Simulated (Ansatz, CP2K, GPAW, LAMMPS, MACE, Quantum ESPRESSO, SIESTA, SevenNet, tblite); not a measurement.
## Running glassy 83P2O5-8BaO-8K2O (mol %) (75 atoms) with tblite

Wanted: tblite inputs and outputs for glassy 83P2O5-8BaO-8K2O (mol %) (75 atoms), checked against a plane-wave reference.

Method: the method is named at each step, in tblite 0.8.0.

**1. The starting structure**

The cell holds 75 atoms: 20 P, 1 Ba, 2 K and 52 O. Its edges and angles: a = 10.140 Å, b = 10.140 Å, c = 10.140 Å, α = 90.0°, β = 90.0°, γ = 90.0°. 75 atoms (20 P, 1 Ba, 2 K, 52 O) placed at random at 2.53 g/cm³, melted at 4000 K for 10 ps at fixed volume with the Morse and Coulomb pair potential with partial charges (Pedone, Malavasi, Menziani, Cormack and Segre, J. Phys. Chem. B 110, 11780 (2006)). Quenched from 4000 K to 300 K at 20 K/ps and fixed volume, held 10 ps at zero pressure.

The yardstick, on the same geometry:

```
method                                           : Kohn-Sham DFT, PBE, PAW, plane waves (Ansatz 0.2.0); cutoff 420 eV, Γ point, fermi-dirac smearing of 0.05 eV; PAW set soft_2
r.m.s. force component                           : 1.543 eV/Å
longest force                                    : 8.113 eV/Å
pressure                                         : 2.391 GPa
spacing of highest filled and lowest empty level : 0.2593 eV
SCF cycles                                       : 13
time                                             : 9.6 s on 8 threads of Arm Neoverse V1, shared host
CPU time                                         : 68 s
```

**2. GFN1-xTB**

Method: GFN1-xTB tight binding, diagonalisation.

Contents of run.py:

```python
import numpy as np
from ase.io import read
from tblite.ase import TBLite

atoms = read("structure.xyz")
atoms.calc = TBLite(method="GFN1-xTB", electronic_temperature=580, accuracy=1.0, max_iterations=250, mixer_damping=0.4, verbosity=1)
energy = atoms.get_potential_energy()
forces = atoms.get_forces()
print(f"energy {energy:.6f} eV")
print("forces (eV/A)")
for i, (a, f) in enumerate(zip(atoms, forces)):
    print(f"{i:4d} {a.symbol:2s} {f[0]:10.5f} {f[1]:10.5f} {f[2]:10.5f}")
stress = -atoms.get_stress(voigt=False) * 160.21766
print("stress (GPa, compression positive)")
for row in stress:
    print(" ".join(f"{x:10.4f}" for x in row))
print("charges (e)")
print(np.array2string(atoms.get_charges(), precision=4, suppress_small=True, max_line_width=110, threshold=100000))
```

Contents of structure.xyz:

```xyz
75
Lattice="10.13964 0.00000 0.00000 0.00000 10.13964 0.00000 0.00000 0.00000 10.13964" Properties=species:S:1:pos:R:3 pbc="T T T"
P 0.89918 6.23263 6.16064
P 6.53530 1.09944 8.88496
P 2.82105 1.21706 0.84909
P 8.22365 5.99395 4.93456
P 4.69161 5.37888 2.58145
P 3.06937 4.16638 0.18738
P 5.03433 7.84646 8.14081
P 4.74637 4.81734 7.75155
P 10.05528 7.93143 8.52561
P 6.65992 8.43456 5.57335
P 6.77369 3.46157 4.00719
P 7.64407 1.23268 6.06442
P 7.57269 4.81156 9.07173
P 2.49952 9.66946 8.43152
P 8.50584 8.79644 2.07193
P 9.45603 3.80328 2.18509
P 0.35996 6.49150 1.04824
P 9.15964 1.24870 0.40123
P 5.25193 1.09011 2.76832
P 5.79349 7.71738 0.94623
Ba 2.85573 8.43547 3.59592
K 2.08187 2.37308 4.96254
K 0.76311 2.75778 7.52594
O 8.37149 6.12505 3.46613
O 9.56807 7.71079 1.59588
O 6.20820 4.74697 8.29473
O 3.85357 4.49511 9.04821
O 3.99877 4.56740 1.44003
O 7.14743 4.53161 0.32954
O 5.84064 8.25417 6.91797
O 0.21080 7.00244 9.74632
O 7.78440 1.29260 9.81324
O 7.91886 6.27684 8.88892
O 1.62954 7.30389 5.43099
O 6.98530 1.43892 7.43590
O 0.23838 1.14132 9.71276
O 4.24212 1.30477 1.60815
O 5.69290 2.45024 3.34344
O 5.50978 2.12273 9.30890
O 4.47483 0.38419 3.88206
O 5.72880 8.06284 4.50271
O 7.17126 9.90856 5.70527
O 1.75183 4.92584 0.07939
O 9.29643 2.53552 1.24363
O 3.65199 8.60470 8.16089
O 2.69319 2.67950 0.39169
O 4.68979 8.70762 1.35253
O 5.51424 7.49684 9.60437
O 4.58281 6.40115 7.65401
O 1.20814 8.83974 8.59395
O 0.22257 6.99737 7.34201
O 5.97620 9.82693 8.85687
O 8.99062 10.09432 1.26340
O 9.10235 1.31562 6.16500
O 1.82169 0.81198 1.85616
O 5.35606 6.50651 1.77099
[... 15 atom lines left out ...]
O 8.49073 8.90331 3.52018
O 0.48001 3.68201 3.13538
O 1.65438 6.85916 1.68460
O 6.52608 0.46815 2.27108
```

The run is started by

```console
OMP_NUM_THREADS=1 python run.py > output.txt
```

Output:

```text
------------------------------------------------------------
  cycle        total energy    energy error   density error
------------------------------------------------------------
      1     -278.7235559595  -2.8003835E+02   1.0289418E+00
      2     -254.6636109512   2.4059945E+01   1.0934761E+00
      3     -280.8662623039  -2.6202651E+01   5.7639637E-01
      4     -209.1875649392   7.1678697E+01   1.1179218E+00
      5     -297.4465731122  -8.8259008E+01   1.5512917E-01
      6     -301.2674568000  -3.8208837E+00   9.3945588E-02
      7     -301.8931148711  -6.2565807E-01   4.4739567E-02
      8     -300.3623311494   1.5307837E+00   6.8231570E-02
      9     -302.2396309593  -1.8772998E+00   2.1703120E-02
     10     -302.2036051298   3.6025830E-02   1.4227374E-02
     11     -302.2659581153  -6.2352986E-02   6.5890452E-03
     12     -302.2580875421   7.8705732E-03   5.3680246E-03
     13     -302.2713050598  -1.3217518E-02   2.1546885E-03
     14     -302.2726958490  -1.3907892E-03   1.1173315E-03
     15     -302.2727441932  -4.8344168E-05   8.6290778E-04
     16     -302.2727651769  -2.0983686E-05   7.5505196E-04
     17     -302.2728198866  -5.4709770E-05   5.6437816E-04
     18     -302.2728218549  -1.9683002E-06   4.3663740E-04
     19     -302.2728238520  -1.9970390E-06   3.1969518E-04
     20     -302.2728249821  -1.1301406E-06   1.8447442E-04
     21     -302.2728265115  -1.5293527E-06   1.2758714E-04
     22     -302.2728270201  -5.0860706E-07   5.0840315E-05
     23     -302.2728270425  -2.2476513E-08   3.2458232E-05
     24     -302.2728270911  -4.8541892E-08   3.8378342E-06
------------------------------------------------------------
 total:                                   3.978 sec
energy -8225.262583 eV
forces (eV/A)
   0 P     3.21520   -1.24010   -0.12574
   1 P    -6.31850    0.93206    2.68450
   2 P     0.41453   -1.52341    4.62172
   3 P     1.03935   -1.29387   -4.81109
   4 P    -0.55967   -0.27773    1.52177
   5 P    -3.28175    3.40909    0.13468
   6 P     0.10448    0.40941    1.03379
   7 P     5.22294   -2.05116   -0.17177
   8 P    -4.63420   -0.71430   -0.92031
   9 P    -2.36292    0.19689   -3.25417
  10 P     0.59528    1.02369   -1.41949
  11 P     3.23897    0.89482    1.25592
  12 P     4.31376    1.52444    2.55033
  13 P    -0.48397    2.94881   -3.33273
  14 P     1.06969   -0.20711    0.91011
  15 P     1.39949   -1.32530    3.68943
  16 P     2.04730    1.34230    2.02174
  17 P     1.61266   -0.57762   -3.09570
  18 P     2.28658   -5.87852    1.98861
  19 P    -3.82454    5.91236    3.76363
  20 Ba    0.54260   -0.15223   -0.38346
  21 K     2.39988   -0.58852   -4.46035
  22 K    -2.66536    0.79853    4.71317
  23 O    -0.19438    0.84372    0.71596
[...]
67 O    -1.19889   -0.80435   -1.27007
  68 O    -0.35561   -0.36700    1.60322
  69 O    -0.34212    0.94210    0.94613
  70 O    -0.49555   -1.67529    1.31236
  71 O    -0.22232    0.60525   -0.00922
  72 O    -1.65025   -0.55483   -1.08555
  73 O    -0.55085   -0.57840    0.16342
  74 O    -1.03441    0.18681    0.21675
stress (GPa, compression positive)
    0.0877    -0.9360    -0.7250
   -0.9360     2.8296     0.4568
   -0.7250     0.4568     7.7585
charges (e)
[ 0.5351  0.5473  0.5507  0.5563  0.5471  0.55    0.5702  0.5448  0.5491  0.5584  0.5794  0.5499  0.5286
  0.5473  0.5581  0.5643  0.5678  0.555   0.54    0.5663  1.1957  0.7049  0.7066 -0.3807 -0.2305 -0.2245
 -0.1544 -0.1726 -0.5219 -0.1264 -0.1463 -0.1461 -0.5383 -0.4304 -0.1655 -0.365  -0.2011 -0.2213 -0.4
 -0.4797 -0.3273 -0.145  -0.3102 -0.1417 -0.1591 -0.1416 -0.4077 -0.0853 -0.1993 -0.1804 -0.1924 -0.3816
 -0.1756 -0.3474 -0.3569 -0.1401 -0.1407 -0.1598 -0.2951 -0.1699 -0.4024 -0.1784 -0.5163 -0.3078 -0.1363
 -0.0999 -0.1898 -0.1103 -0.2233 -0.3367 -0.3524 -0.3036 -0.3801 -0.368  -0.4059]
```

Elapsed: 4.6 s, on 1 thread of Arm Neoverse V1, shared host; peak memory 0.11 GiB.

Banners, paths, timers and routine set-up lines are dropped from the logs unmarked, and long logs keep their key lines alone; longer cuts are marked.

Against the reference:

- r.m.s. force component: 1.738 eV/Å
- r.m.s. difference of force components: 632.1 meV/Å
- longest difference of force vectors: 4333 meV/Å
- force difference over r.m.s. force: 40.96 %
- slope of forces against the reference's: 1.05
- correlation of force components: 0.9326
- pressure: 3.559 GPa
- pressure difference: 1.167 GPa

Length of the force difference by element (eV/Å):

| element | atoms | mean | most |
| --- | --- | --- | --- |
| Ba | 1 | 0.46 | 0.46 |
| K | 2 | 4.2 | 4.3 |
| O | 52 | 0.53 | 1.3 |
| P | 20 | 1.2 | 2.4 |

A closer look about O29, which has 1 bonded neighbour where the commonest count for O is 2: 9 atoms, nearest first, numbered in the order of the input, with positions taken from that point.

| atom | x | y | z | distance (Å) | bonds | Mulliken charge (e) | Fx | Fy | Fz (eV/Å) |
| --- | --- | --- | --- | --- | --- | --- | --- | --- | --- |
| O29 | 0.00 | 0.00 | 0.00 | 0.00 | 1 | -0.52 | 0.04 | -0.84 | 2.04 |
| P13 | 0.43 | 0.28 | -1.40 | 1.49 | 4 | 0.53 | 4.31 | 1.52 | 2.55 |
| O26 | -0.94 | 0.22 | -2.17 | 2.38 | 2 | -0.22 | -5.01 | -0.84 | -2.95 |
| O33 | 0.77 | 1.75 | -1.58 | 2.48 | 1 | -0.54 | 0.86 | 1.88 | -0.58 |
| O63 | 1.50 | -0.58 | -1.99 | 2.56 | 2 | -0.52 | 0.05 | -1.27 | -0.71 |
| O66 | 2.60 | 0.59 | 1.09 | 2.88 | 2 | -0.10 | -0.69 | 1.47 | -1.51 |
| O56 | -1.79 | 1.97 | 1.44 | 3.03 | 2 | -0.14 | 1.64 | -1.42 | -0.16 |
| P16 | 2.31 | -0.73 | 1.86 | 3.05 | 4 | 0.56 | 1.40 | -1.33 | 3.69 |
| O62 | 0.95 | -1.04 | 2.72 | 3.07 | 2 | -0.18 | -0.67 | 0.19 | -0.26 |

Atoms are counted from 1 here, from 0 in the log.

Forces lie 41 % from the reference's, at 0.068 times its CPU time (on 1 against 8 cores).

The difference per atom is largest on K (4.2 eV/Å on average, against 1.2 on P).

**3. Outcome**

| Item | Value |
| --- | --- |
| force difference from the reference | tblite GFN1-xTB, 41 % |
| its CPU time | 4.6 s |

In words: Tight binding differs by 41 % (tblite GFN1-xTB); it is another model, with fitted parameters of its own, and the xTB methods hold dispersion. One electronic-structure run takes under half the reference's CPU time: tblite GFN1-xTB, at 41 % in 4.6 s against 68 s. Periodic xTB results under one method name differ between programs and library versions. The quench rate of 20 K/ps is many orders above laboratory rates, so the cell is likely richer in defects and strain than a real sample. The network of bonds at the start is that of the classical potential that made the cell, and needn't be the one that DFT or experiment would give. The reference's stress is far from hydrostatic: its diagonal is -0.1, 1.7, 5.5 GPa, compression counted positive. The electronic-structure runs sample only Γ, in a cell whose shortest periodic width is 10 Å. Spin–orbit coupling is left out, which matters for the levels of the heavy elements.

[Also dropped from logs without a mark: logging warnings of Python, and SIESTA's first energy breakdown and zero terms.]

[Logs are printed without paths, hosts, clocks, repeated set-up lines and the standing remarks that a program may print on its own settings, such as how far it seeks lower states.]

[Hosts, paths, dates, database ids (printed as entryN), source tags and the programs' standing remarks are cut or masked in the printed files.]
